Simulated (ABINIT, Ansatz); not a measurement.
# A GW run on InF3 (R-3c) in ABINIT, with inputs changed, part 2 of 2

What do changed inputs do to GW on InF3 (R-3c)?

ABINIT 10.8.3; LDA and many-body steps on it, plane waves. Known limits of the many-body steps: not at the basis limit; exchange with frozen shells missing; no spin-orbit coupling; coarse k mesh.

So far. Step 2 (Screening, 2×2×2 mesh, 110 bands, screening to 114.3 eV): Local fields lower ε∞ by 5 %. On a Γ-centred mesh this coarse the value itself is usually too large, while a short band sum pulls it down. Step 3 (Base): The gap on the mesh goes from 4.00 eV to 6.85 eV, a correction of +2.85 eV.

### 5. More bands than the file holds

Level of this step: G0W0 on LDA, plane waves, norm-conserving pseudopotentials (ABINIT).

Input file run.abi:

```
acell 3*1.0 Angstrom
rprim 
  2.602141182914 1.502346912402 4.907506134507
  -2.602141182914 1.502346912402 4.907506134507
  0.000000000000 -3.004693824873 4.907506134486
ntypat 2
znucl 49 9
natom 8
typat 1 1 2 2 2 2 2 2
xred 
  0.500000000000 0.500000000000 0.500000000000
  -0.000000000000 0.000000000000 0.000000000000
  0.395709220000 0.750000000000 0.104290780000
  0.750000000000 0.104290780000 0.395709220000
  0.895709220000 0.604290780000 0.250000000000
  0.250000000000 0.895709220000 0.604290780000
  0.604290780000 0.250000000000 0.895709220000
  0.104290780000 0.395709220000 0.750000000000
pp_dirpath "pseudos"
pseudos "In.upf, F.upf"
ecut 36
ngkpt 2 2 2
nshiftk 1
shiftk 0 0 0
kptopt 1
chksymbreak 0
istwfk *1
occopt 1
irdwfk 1
optdriver 4
nband 663
gwcalctyp 0
ecutsigx 36
symsigma 1
nkptgw 2
kptgw 
  0.5000000000 0.5000000000 0.0000000000
  0.0000000000 0.0000000000 0.0000000000
bdgw 
  33 36
  33 36
ecuteps 4.2
irdscr 1
ppmodel 1
indata_prefix "in"
outdata_prefix "out"
tmpdata_prefix "tmp"
```

Command:

```bash
OMP_NUM_THREADS=1 mpirun -n 4 abinit run.abi > log
```

Log:

```text
.Version 10.8.3 of ABINIT. v10.8.2 released Aug 2026.

 Symmetries : space group R-3 c (#167); Bravais hR (rhombohedral)
================================================================================
 Values of the parameters that define the memory need of the present run
     intxc =       0    ionmov =       0      iscf =       7    lmnmax =       6
     lnmax =       6     mgfft =      60  mpssoang =       3    mqgrid =    3001
     natom =       8  nloc_mem =       1    nspden =       1   nspinor =       1
    nsppol =       1      nsym =      12    n1xccc =    2501    ntypat =       2
    occopt =       1   xclevel =       1
-    mband =         663        mffmem =           1         mkmem =           1
       mpw =        8026          nfft =      216000          nkpt =           4
================================================================================
  Rough estimation (10% accuracy) of disk space for files :
================================================================================

--------------------------------------------------------------------------------
------------- Echo of variables that govern the present computation ------------
--------------------------------------------------------------------------------
 -outvars: echo values of preprocessed input variables --------
            acell      1.8897261259E+00  1.8897261259E+00  1.8897261259E+00 Bohr

             bdgw          33      36      33      36
      chksymbreak           0
             ecut      3.60000000E+01 Hartree
          ecuteps      4.20000000E+00 Hartree
         ecutsigx      3.60000000E+01 Hartree
          ecutwfn      3.60000000E+01 Hartree
-          fftalg         312
           irdscr           1
           irdwfk           1

[...]
SIGMA: Calculation of the GW corrections

 Based on a program developped by R.W. Godby, V. Olevano, G. Onida, and L. Reining.
 Incorporated in ABINIT by V. Olevano, G.-M. Rignanese, and M. Torrent.
.Using double precision arithmetic ; gwpc =  8

 Real(R)+Recip(G) space primitive vectors, cartesian coordinates (Bohr,Bohr^-1):
 R(1)=  4.9173342  2.8390242  9.2738426  G(1)=  0.1016811  0.0587056  0.0359434
 R(2)= -4.9173342  2.8390242  9.2738426  G(2)= -0.1016811  0.0587056  0.0359434
 R(3)=  0.0000000 -5.6780484  9.2738426  G(3)=  0.0000000 -0.1174112  0.0359434
 Unit cell volume ucvol=  7.7680102E+02 bohr^3
 Angles (23,13,12)=  5.37710328E+01  5.37710328E+01  5.37710328E+01 degrees

--- Pseudopotential description ------------------------------------------------
- In Generated using ONCVPSP code by D. R. Hamann
- 49.00000  13.00000  180309                  znucl, zion, pspdat
12 -1012 2 -1 1894                            pspcod,pspxc,lmax,lloc,mmax
     nproj     2     2     2
  pspatm : epsatm=   25.24256259
         --- l  ekb(1:nproj) -->
[...]
pspatm: atomic psp has been read  and splines computed

- F Generated using ONCVPSP code by D. R. Hamann
-  9.00000   7.00000  201202                  znucl, zion, pspdat
12 -1012 2 -1 824                             pspcod,pspxc,lmax,lloc,mmax
     nproj     2     2     1
  pspatm : epsatm=    4.94580260
         --- l  ekb(1:nproj) -->
             0    6.487052    1.061847
             1   -4.029087   -1.312559
             2   -2.364936
 pspatm: atomic psp has been read  and splines computed

   5.45087597E+03                                ecore*ucvol(ha*bohr**3)
--------------------------------------------------------------------------------

--- !ERROR
message: |
    Number of bands stored WFK file is less than required.
    WFK mband: 243, self-energy nband: 663

--- !ERROR
message: |
    Number of bands stored WFK file is less than required.
    WFK mband: 243, self-energy nband: 663

--- from the log ---
Number of bands stored WFK file is less than required.
    WFK mband: 243, self-energy nband: 663
```

Elapsed: 2.9 s, on 4 MPI ranks of Arm Neoverse N1, shared host; peak memory 0.06 GiB; 8.4 s of CPU time.

The run stopped with an error after 2.9 s.

The program's words: Number of bands stored WFK file is less than required. WFK mband: 243, self-energy nband: 663

The fault put into this input: more bands than the file holds.

### 6. Side by side

Times are wall times on 4 MPI ranks of Arm Neoverse N1, shared host, good to a factor of about two. A run's time includes the screening step that it read.

| run | mesh | bands | screening cutoff (eV) | DFT gap (eV) | gap on the mesh (eV) | direct (eV) | ε∞ used | time |
| --- | --- | --- | --- | --- | --- | --- | --- | --- |
| base | 2×2×2 | 110 | 114.3 | 3.997 | 6.847 | 7.222 | 2.45 | 77 s |
| fewer bands in the self-energy | 2×2×2 | 40 | 114.3 | 3.997 | 7.220 | 7.624 | 2.45 | 70 s |

### 7. What came out

```yaml
base: 6.847 eV
fewer_bands_in_the_self_energy: 7.220 eV
known_limits: not at the basis limit; exchange with frozen shells missing; no spin-orbit coupling; coarse k mesh
```

What this shows: Fewer bands in the self-energy: +0.373 eV against base (keys changed: nband). Bands and cutoff are finite, so the gap is not at the basis limit. The miss can reach some tenths of an eV and take either sign; the mesh is an error of its own. In the first G0W0 run levels were corrected at 2 k points alone, so a gap called «on the mesh» is the least over those, and an edge elsewhere would be missed. The 2×2×2 mesh is coarse for this cell, which bears on the long-range parts of exchange and screening. The norm-conserving file of at least one element keeps a d shell over frozen s and p shells of the same row. Exchange with those shells is missing from the self-energy, an error of 0.3 to 0.9 eV in cases checked, whose sign depends on which edge lies on those atoms. The many-body steps are scalar-relativistic: spin-orbit coupling is not in them.

[Paths, hosts, dates, memory and timing lines, banners, echoed tables and standing remarks are left out of the program output.]

[Logs are printed without paths, hosts, clocks, repeated set-up lines and the standing remarks that a program may print on its own settings, such as how far it seeks lower states.]

[Runs of the session that timed out or met a known fault of the program may be left out.]

[No measured gap is set beside runs whose start may be inverted or whose files or cutoffs have a known fault.]

[Hosts, paths, dates, database ids (printed as entryN), source tags and the programs' standing remarks are cut or masked in the printed files.]

[G0W0 gaps are taken among the corrected bands and points alone; a level outside them can change the order at an edge.]

[Where Ansatz stands beside ABINIT at settings called matched, ABINIT's density can come from a denser mesh and the files from another edition; pairs whose starting gaps differed by over 0.03 eV were left out, so agreement reads better than it is.]
